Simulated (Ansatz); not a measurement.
# HfSi (model cell, started as rocksalt type): from the cell to its phonons

Task: relax HfSi (model cell, started as rocksalt type), then find its harmonic phonons.

Main program and level: Ansatz 0.2.0; DFT PBE, scalar-relativistic, plane waves, PAW.

The structure was built from a prototype and need not be the compound's stable phase.

### Step 1. Starting point

The structure is cubic, space group Fm-3m (No. 225). The conventional cell has a = 5.320 Å, b = 5.320 Å, c = 5.320 Å, α = 90.00°, β = 90.00°, γ = 90.00°. Nearest to Hf lie 6 Si at 2.66 Å. Si has 6 Hf at 2.66 Å nearest. Farther neighbours are not listed.

### Step 2. Relaxation

Harmonic phonons are second derivatives at a point where the forces vanish, and they are wanted at zero stress, so atoms and cell are relaxed first.

Input file input.yaml:

```yaml
crystal:
  lattice:
    - [0.0, 2.66, 2.66]
    - [2.66, 0.0, 2.66]
    - [2.66, 2.66, 0.0]
  atoms:
    - { symbol: Hf, position: [0.0, 0.0, 0.0] }
    - { symbol: Si, position: [0.5, 0.5, 0.5] }
kpoints:
  mp_grid: { grid: [12, 12, 12] }
hamiltonian:
  xc: pbe
scf:
  occupations: { method: gaussian, width: 0.1 }
output:
  forces: true
  stress: true
  eigenvalues: true
relax:
  adjacent_minimum: "off"
  f_tol: 0.005
  max_steps: 80
  cell: { stress_tol: 0.05 }
```

Command:

```sh
ansatz run input.yaml --threads 4 --pin off --max-ram 7168MiB --backend cpu --events-out ev --progress --plain --runs-dir out
```

Numbers of over 12 decimals in the logs are rounded to 6 here.

The log of the run:

```text
Engine: ansatz 0.2.0, aarch64-unknown-linux-gnu
Pseudopotentials: kind: paw
Pseudopotential: Hf, paw, valence charge 26, recommended cutoff 420 eV (normal), Hf.paw.azcp
Pseudopotential: Si, paw, valence charge 4, recommended cutoff 420 eV (normal), Si.paw.azcp
Functional definition: PBE
  parameter kappa = 0.804
  parameter beta = 0.066725
  exchange = pbe_x(kappa = kappa, mu = beta*pi^2/3)
  correlation = pbe_c(beta = beta)
Crystal: 2 atoms, lattice volume = 37.642 Å³
Basis set: ecut = 420 eV, 725 PW (Γ), exchange–correlation on 54×54×54 points (8 copies of the dense FFT grid, shifted against one another)
Bands: 19, of which v1, the nominal top of the filled ones, is band 15 counted from 1 (14 counted from 0)
Symmetry: 48 space group operations
Space group: Fm-3m (ITA 225), of the structure as read, at distance tolerance 3.4e-5 Å
k-points: 72 of 1728
Non-local potential: Hf, projectors of the file, l = 0: 3, l = 1: 2, l = 2: 2, l = 3: 3
Non-local potential: Si, projectors of the file, l = 0: 2, l = 1: 2, l = 2: 2
PAW form: soft (Blöchl's): semilocal exchange-correlation on the pseudo side does not see the compensation charge
PAW one-centre angular grid: Hf, 590 points (default); XC on 64 Gauss nodes
PAW one-centre angular grid: Si, 110 points (default); XC on 64 Gauss nodes
Initial density: superposition of atomic densities (neutral atoms: chi_scale 0, normalization atom), corrected by the library's trained network
Initial wavefunctions: pseudopotential atomic-orbital guess
Functional: x = pbe(κ = 0.804, μ = 0.219515), c = pbe(β = 0.066725)
SCF iter   1: F=—  HF=-16358.289999 eV  |F-HF|=—  |Δ(HF+E_count)|=         —  Δρ=3.39e-3  dr2=6.25e-3  ethr=1.77e-3  ⟨swp⟩=4.9  Hψ=5861  notcnv=0
preconditioner: auto → Kerker (q_TF=auto, 2.627 Å⁻¹)  [metal: Δε(μ)=0.076 eV  Ē_g=16.625 eV  σ=0.100 eV  W_gap=0.40  n_scr=14 (ndim 8)  ℏωp=32.0 eV  f_vac=0.000  D(μ)=0.60/eV (n_scr^D=0)]
SCF iter   2: F=—  HF=-16358.289230 eV  |F-HF|=—  |Δ(HF+E_count)|=   7.70e-4  Δρ=1.86e-3  dr2=1.69e-3  ethr=2.08e-5  ⟨swp⟩=1.8  Hψ=2075  notcnv=0
SCF iter   3: F=—  HF=-16358.288964 eV  |F-HF|=—  |Δ(HF+E_count)|=   2.65e-4  Δρ=5.59e-4  dr2=1.25e-4  ethr=5.65e-6  ⟨swp⟩=2.0  Hψ=2149  notcnv=0
SCF iter   4: F=—  HF=-16358.288774 eV  |F-HF|=—  |Δ(HF+E_count)|=   1.91e-4  Δρ=2.19e-4  dr2=1.47e-5  ethr=4.16e-7  ⟨swp⟩=2.0  Hψ=2464  notcnv=0
SCF iter   5: F=—  HF=-16358.288779 eV  |F-HF|=—  |Δ(HF+E_count)|=   5.39e-6  Δρ=6.38e-5  dr2=1.77e-6  ethr=4.91e-8  ⟨swp⟩=2.0  Hψ=2447  notcnv=0
SCF iter   6: F=—  HF=-16358.288779 eV  |F-HF|=—  |Δ(HF+E_count)|=   5.30e-7  Δρ=1.56e-5  dr2=1.06e-7  ethr=5.91e-9  ⟨swp⟩=2.0  Hψ=2449  notcnv=0
SCF iter   7: F=-16358.288779 eV  HF=-16358.288779 eV  |F-HF|=7.81e-9  |Δ(HF+E_count)|=   1.94e-8  Δρ=5.18e-6  dr2=1.39e-8  ethr=3.33e-10  ⟨swp⟩=4.1  Hψ=4895  notcnv=0
SCF 1 converged in 7 iterations: F = -16358.288779 eV  dr2 = 1.39e-8
  greatest PAW one-centre occupation: 0.998 electrons in one spin orbital (limit 2), on the Hf atom at site 0 (counted from 0), in its partial waves of l = 3
relax step   1: F+E_penalty+E_count = -16358.28877871 eV  Δ(F+E_penalty+E_count) = +0.000e0 eV  max|allowed force component| = 9.466e-30 eV/Å  Δτ_max = 0.0000 Å  P = +2.424 GPa  Ω = 37.642 Å³  (7 SCF iters, dr2 threshold 1.00e-7 eV, accepted)
Crystal: 2 atoms, lattice volume = 38.958 Å³
Basis set: ecut = 420 eV, 749 PW (Γ), exchange–correlation on 54×54×54 points (8 copies of the dense FFT grid, shifted against one another)
Initial density: handed on by an earlier stage of this run
Initial wavefunctions: those handed on with the density
iter 1 solved again at ethr=1.18e-6 eV; its pass at ethr=3.10e-3 eV (dr2=3.53e-4 eV) is discarded
SCF iter   1: F=—  HF=-16358.291463 eV  |F-HF|=—  |Δ(HF+E_count)|=         —  Δρ=1.28e-3  dr2=3.59e-4  ethr=1.18e-6  ⟨swp⟩=2.3  Hψ=8408  notcnv=0
preconditioner: auto → none  [insulator: Δε(μ)=0.114 eV  Ē_g=16.633 eV  σ=0.100 eV  W_gap=0.50  n_scr=14 (ndim 8)  ℏωp=31.5 eV  f_vac=0.000  D(μ)=0.62/eV (n_scr^D=0)  ε∞_Penn≈4.6]
SCF iter   2: F=—  HF=-16358.291299 eV  |F-HF|=—  |Δ(HF+E_count)|=   1.64e-4  Δρ=4.56e-4  dr2=4.62e-5  ethr=1.18e-6  ⟨swp⟩=2.0  Hψ=2424  notcnv=0
SCF iter   3: F=—  HF=-16358.291282 eV  |F-HF|=—  |Δ(HF+E_count)|=   1.71e-5  Δρ=1.08e-4  dr2=2.17e-6  ethr=1.54e-7  ⟨swp⟩=2.0  Hψ=2444  notcnv=0
SCF iter   4: F=—  HF=-16358.291281 eV  |F-HF|=—  |Δ(HF+E_count)|=   4.30e-7  Δρ=5.52e-5  dr2=7.68e-7  ethr=6.67e-10  ⟨swp⟩=6.6  Hψ=7248  notcnv=0
SCF iter   5: F=—  HF=-16358.291281 eV  |F-HF|=—  |Δ(HF+E_count)|=   2.99e-7  Δρ=2.27e-5  dr2=3.71e-7  ethr=2.56e-9  ⟨swp⟩=2.0  Hψ=2386  notcnv=0
SCF iter   6: F=-16358.291281 eV  HF=-16358.291281 eV  |F-HF|=8.19e-11  |Δ(HF+E_count)|=   2.20e-7  Δρ=8.89e-7  dr2=1.65e-10  ethr=6.67e-10  ⟨swp⟩=5.5  Hψ=5877  notcnv=0
SCF 2 converged in 6 iterations: F = -16358.291281 eV  dr2 = 1.65e-10
relax step   2: F+E_penalty+E_count = -16358.29128125 eV  Δ(F+E_penalty+E_count) = -2.503e-3 eV  max|allowed force component| = 2.104e-30 eV/Å  Δτ_max = 0.0000 Å  P = -1.636 GPa  Ω = 38.958 Å³  energy of the carried Pulay correction = -2.877e-4 eV  (6 SCF iters, dr2 threshold 2.00e-7 eV, accepted)
Crystal: 2 atoms, lattice volume = 38.417 Å³
iter 1 solved again at ethr=1.89e-7 eV; its pass at ethr=3.10e-3 eV (dr2=5.66e-5 eV) is discarded
SCF iter   1: F=—  HF=-16358.294294 eV  |F-HF|=—  |Δ(HF+E_count)|=         —  Δρ=5.16e-4  dr2=5.59e-5  ethr=1.89e-7  ⟨swp⟩=3.4  Hψ=8145  notcnv=0
preconditioner: auto → Kerker (q_TF=auto, 2.618 Å⁻¹)  [metal: Δε(μ)=0.070 eV  Ē_g=16.630 eV  σ=0.100 eV  W_gap=0.36  n_scr=14 (ndim 8)  ℏωp=31.7 eV  f_vac=0.000  D(μ)=0.62/eV (n_scr^D=0)]
SCF iter   2: F=—  HF=-16358.294275 eV  |F-HF|=—  |Δ(HF+E_count)|=   1.90e-5  Δρ=2.67e-4  dr2=2.35e-5  ethr=1.86e-7  ⟨swp⟩=2.8  Hψ=2219  notcnv=0
SCF iter   3: F=—  HF=-16358.294270 eV  |F-HF|=—  |Δ(HF+E_count)|=   4.93e-6  Δρ=8.76e-5  dr2=2.61e-6  ethr=7.85e-8  ⟨swp⟩=2.0  Hψ=2440  notcnv=0
SCF iter   4: F=—  HF=-16358.294268 eV  |F-HF|=—  |Δ(HF+E_count)|=   2.36e-6  Δρ=4.98e-5  dr2=8.89e-7  ethr=8.71e-9  ⟨swp⟩=2.0  Hψ=2213  notcnv=0
SCF iter   5: F=-16358.294268 eV  HF=-16358.294268 eV  |F-HF|=2.26e-8  |Δ(HF+E_count)|=   2.24e-7  Δρ=1.14e-5  dr2=6.86e-8  ethr=6.67e-10  ⟨swp⟩=2.8  Hψ=5537  notcnv=0
SCF 3 converged in 5 iterations: F = -16358.294268 eV  dr2 = 6.86e-8
relax step   3: F+E_penalty+E_count = -16358.29426782 eV  Δ(F+E_penalty+E_count) = -2.987e-3 eV  max|allowed force component| = 2.498e-30 eV/Å  Δτ_max = 0.0000 Å  P = -0.045 GPa  Ω = 38.417 Å³  energy of the carried Pulay correction = -1.706e-4 eV  (5 SCF iters, dr2 threshold 2.00e-7 eV, accepted)
Initial wavefunctions: pseudopotential atomic-orbital guess (no wavefunctions were taken with the density)
iter 1 solved again at ethr=5.91e-9 eV; its pass at ethr=3.10e-3 eV (dr2=1.77e-6 eV) is discarded
SCF iter   1: F=—  HF=-16358.294437 eV  |F-HF|=—  |Δ(HF+E_count)|=         —  Δρ=2.53e-5  dr2=9.75e-8  ethr=5.91e-9  ⟨swp⟩=3.6  Hψ=10216  notcnv=0
preconditioner: auto → Kerker (q_TF=auto, 2.618 Å⁻¹)  [metal: Δε(μ)=0.068 eV  Ē_g=16.636 eV  σ=0.100 eV  W_gap=0.35  n_scr=14 (ndim 8)  ℏωp=31.7 eV  f_vac=0.000  D(μ)=0.62/eV (n_scr^D=0)]
SCF iter   2: F=—  HF=-16358.294440 eV  |F-HF|=—  |Δ(HF+E_count)|=   3.16e-6  Δρ=1.49e-5  dr2=5.31e-8  ethr=3.25e-10  ⟨swp⟩=2.4  Hψ=2572  notcnv=0
SCF iter   3: F=—  HF=-16358.294440 eV  |F-HF|=—  |Δ(HF+E_count)|=   6.62e-9  Δρ=9.85e-6  dr2=2.63e-8  ethr=1.77e-10  ⟨swp⟩=2.2  Hψ=2144  notcnv=0
SCF iter   4: F=—  HF=-16358.294440 eV  |F-HF|=—  |Δ(HF+E_count)|=   7.12e-9  Δρ=1.83e-6  dr2=1.52e-9  ethr=8.76e-11  ⟨swp⟩=2.1  Hψ=1736  notcnv=0
SCF iter   5: F=—  HF=-16358.294440 eV  |F-HF|=—  |Δ(HF+E_count)|=  5.46e-11  Δρ=3.47e-7  dr2=4.96e-11  ethr=5.07e-12  ⟨swp⟩=2.0  Hψ=1769  notcnv=0
SCF iter   6: F=-16358.294440 eV  HF=-16358.294440 eV  |F-HF|=0.00e0  |Δ(HF+E_count)|=  7.28e-12  Δρ=7.08e-8  dr2=2.11e-12  ethr=1.00e-12  ⟨swp⟩=5.2  Hψ=5986  notcnv=0
SCF 4 converged in 6 iterations: F = -16358.294440 eV  dr2 = 2.11e-12
relax step   4: F+E_penalty+E_count = -16358.29443982 eV  Δ(F+E_penalty+E_count) = -1.720e-4 eV  max|allowed force component| = 1.832e-30 eV/Å  Δτ_max = 0.0000 Å  P = -0.042 GPa  Ω = 38.417 Å³  stress off target by 4.20e-2 GPa  SCF on the basis re-selected at this cell (its energy is not comparable with the rows above)  (6 SCF iters)
basis re-selected at this cell: Δ(F+E_penalty+E_count) = -1.720e-4 eV, ΔP = +0.003 GPa vs the last step (what re-selecting the basis moved, of the pressure what is left beyond the Pulay correction that the steps carried, after the strain that the cell walked since its last selection, with what the two solves' SCF thresholds leave and, on support functions, any second-order correction that the steps lacked; it is no m [...]
SCF converged after 6 iterations
Free energy (F): -16358.294440 eV
Harris-Foulkes:  -16358.294440 eV  (|F-HF|=0.00e0)
Internal energy: -16358.291356 eV  (E = F + TS)
E sigma→0 (E₀):  -16358.292898 eV
Entropy (-TS):   -0.003084 eV (-1.542 meV/atom)
Fermi energy:    15.013939 eV
--- Per-component energies (eV) ---
  E_band       = -56.027192
  E_kinetic    = 463.029916
  E_local      = -6067.699667  (includes V_loc(G=0)·N_el)
  E_nonlocal   = -1217.904116
  E_hartree    = 2828.360146
  E_xc         = -355.305369
  E_vxc        = -313.146896  (∫ρ·V_xc dr)
  E_paw        = -7439.351406  (= ΣΔE_a)
  E_vpaw       = 1422.973376  (= ΣTr[D̂ρ^β])
  E_aug_tail   = 0.000005  (compensation charges beyond the density's cutoff)
  E_ewald      = -4569.420866
  E_smearing   = -0.003084  (= −TS)
  E_closure    = 0.000000  (closes the sum)
  Σ components = -16358.294440   (vs F -16358.294440, Δ=0.00e0)
--- Forces (eV/Å), atoms counted from 1 ---
  atom   1  Hf     0.00000000    -0.00000000    -0.00000000
  atom   2  Si     0.00000000    -0.00000000    -0.00000000
  max |Σ_I F_I| component: 3.70e-30 eV/Å
--- Stress (GPa, compression-positive) ---
       -0.042027      -0.000000      -0.000000
       -0.000000      -0.042027      -0.000000
       -0.000000      -0.000000      -0.042027
  P = ⅓ Tr σ = -0.0420 GPa (-0.420 kbar)
--- Band table (eV; the first three rows and the last of 72) ---
  k-point 0: bands = [... 11 lower, 4.7275, 15.2034, 15.2034, 15.2034, 15.9293, 15.9293, 17.4224, 17.4224]
  k-point 1: bands = [... 11 lower, 4.8563, 14.8005, 15.1099, 15.1099, 15.6129, 15.6129, 17.3764, 18.1063]
  k-point 2: bands = [... 11 lower, 5.2347, 13.8251, 14.4595, 14.4595, 15.8289, 15.8289, 17.3084, 19.3434]
  k-point 71: bands = [... 11 lower, 7.8181, 12.1760, 12.1760, 12.3806, 17.3821, 17.6914, 17.6914, 19.0243]
--- Relaxed structure (3 steps of the walk, 3 accepted, 1 SCFs on fresh bases) ---
  F+E_penalty+E_count = -16358.29443982 eV   max|allowed force component| = 1.832e-30 eV/Å   (the final SCF, on the basis selected at the relaxed cell)
  cell:  # Å, volume = 38.4171 Å³
    - [0, 2.678129, 2.678129]
    - [2.678129, 0, 2.678129]
    - [2.678129, 2.678129, 0]
  atoms:
    - { symbol: Hf, position: [0, 0, 0] }
    - { symbol: Si, position: [0.500000, 0.500000, 0.500000] }
```

Run time: 4.1 s. Hardware: 4 threads of Arm Neoverse V1, shared host; peak memory 0.39 GiB; 15 s of CPU time.

The steps of the relaxation:

| step | energy less that of the first step (eV) | largest force component (eV/Å) | pressure (GPa) | volume (Å³) |
| --- | --- | --- | --- | --- |
| 1 | 0.0000 | 0.0000 | 2.42 | 37.64 |
| 2 | -0.0025 | 0.0000 | -1.64 | 38.96 |
| 3 | -0.0055 | 0.0000 | -0.04 | 38.42 |
| 4* | -0.0057 | 0.0000 | -0.04 | 38.42 |

Relaxation steps marked * repeat the geometry before them on a plane-wave basis chosen anew for their cell, so energy and pressure can jump there.

The run keeps the 48 symmetry operations that it works with, so distortions that break them were not tested.

```
conventional cell, symmetrised  before  after  change
                         a (Å)   5.320  5.356  +0.7 %
                         b (Å)   5.320  5.356  +0.7 %
                         c (Å)   5.320  5.356  +0.7 %
              volume (Å³/atom)   18.82  19.21  +2.1 %
```

Final coordinates:

```xyz
2
Lattice="0.0000 2.6781 2.6781 2.6781 0.0000 2.6781 2.6781 2.6781 0.0000" Properties=species:S:1:pos:R:3 pbc="T T T"
Hf    0.0000    0.0000    0.0000
Si    2.6781    2.6781    2.6781
```

Numbers from this step:

```yaml
pressure: -0.04203 GPa
volume_per_atom: 19.21 Å³
gap_on_the_k_mesh: 0 eV
```

In this step the volume went from 18.82 to 19.21 Å³/atom.

### Step 3. Tight relaxation

Phonons need a cell at rest on their own settings, so the relaxation is repeated with tight tolerances on forces and stress on the k mesh and occupations of the first response run.

input.yaml, the sections that differ from step 2:

```yaml
crystal:
  lattice:
    - [0.0, 2.6781291226, 2.6781291226]
    - [2.6781291226, 0.0, 2.6781291226]
    - [2.6781291226, 2.6781291226, 0.0]
  atoms:
    - { symbol: Hf, position: [0.0, 0.0, 0.0] }
    - { symbol: Si, position: [0.5, 0.5, 0.5] }
scf:
  occupations: { method: methfessel_paxton, width: 0.15 }
relax:
  adjacent_minimum: "off"
  f_tol: 0.001
  max_steps: 60
  cell: { stress_tol: 0.01 }
# kpoints, hamiltonian, output: as in step 2
```

The log of the run:

```text
[...]
Crystal: 2 atoms, lattice volume = 38.417 Å³
Basis set: ecut = 420 eV, 749 PW (Γ), exchange–correlation on 54×54×54 points (8 copies of the dense FFT grid, shifted against one another)
Bands: 19, of which v1, the nominal top of the filled ones, is band 15 counted from 1 (14 counted from 0)
Symmetry: 48 space group operations
[...]
k-points: 72 of 1728
[...]
k-point 71: bands = [... 11 lower, 7.8240, 12.1817, 12.1817, 12.3867, 17.3898, 17.6988, 17.6988, 19.0323]
--- Relaxed structure (3 steps of the walk, 3 accepted, 1 SCFs on fresh bases) ---
[...]
cell:  # Å, volume = 38.4030 Å³
    - [0, 2.677801, 2.677801]
    - [2.677801, 0, 2.677801]
    - [2.677801, 2.677801, 0]
  atoms:
    - { symbol: Hf, position: [0, 0, 0] }
    - { symbol: Si, position: [0.5, 0.5, 0.5] }
[key lines of the parts left out:]
SCF converged after 6 iterations
Free energy (F): -16358.292825 eV
Fermi energy:    15.020493 eV
P = ⅓ Tr σ = -0.0001 GPa (-0.001 kbar)
```

The job ended after 3.8 s (4 threads; peak memory 0.38 GiB).

Little changed from the start: no atom moved by 0.005 Å and no cell edge by 0.1 %.

Numbers from this step:

* pressure: -1.01e-4 GPa
* volume per atom: 19.20 Å³

The forces vanish by symmetry and the pressure is 0.000 GPa, within the tolerances set. The cell now holds 19.20 Å³/atom.

(Continued in part 2 of 2.)

[Logs are printed without paths, hosts, clocks, repeated set-up lines and the standing remarks that a program may print on its own settings, such as how far it seeks lower states.]

[Hosts, paths, dates, database ids (printed as entryN), source tags and the programs' standing remarks are cut or masked in the printed files.]
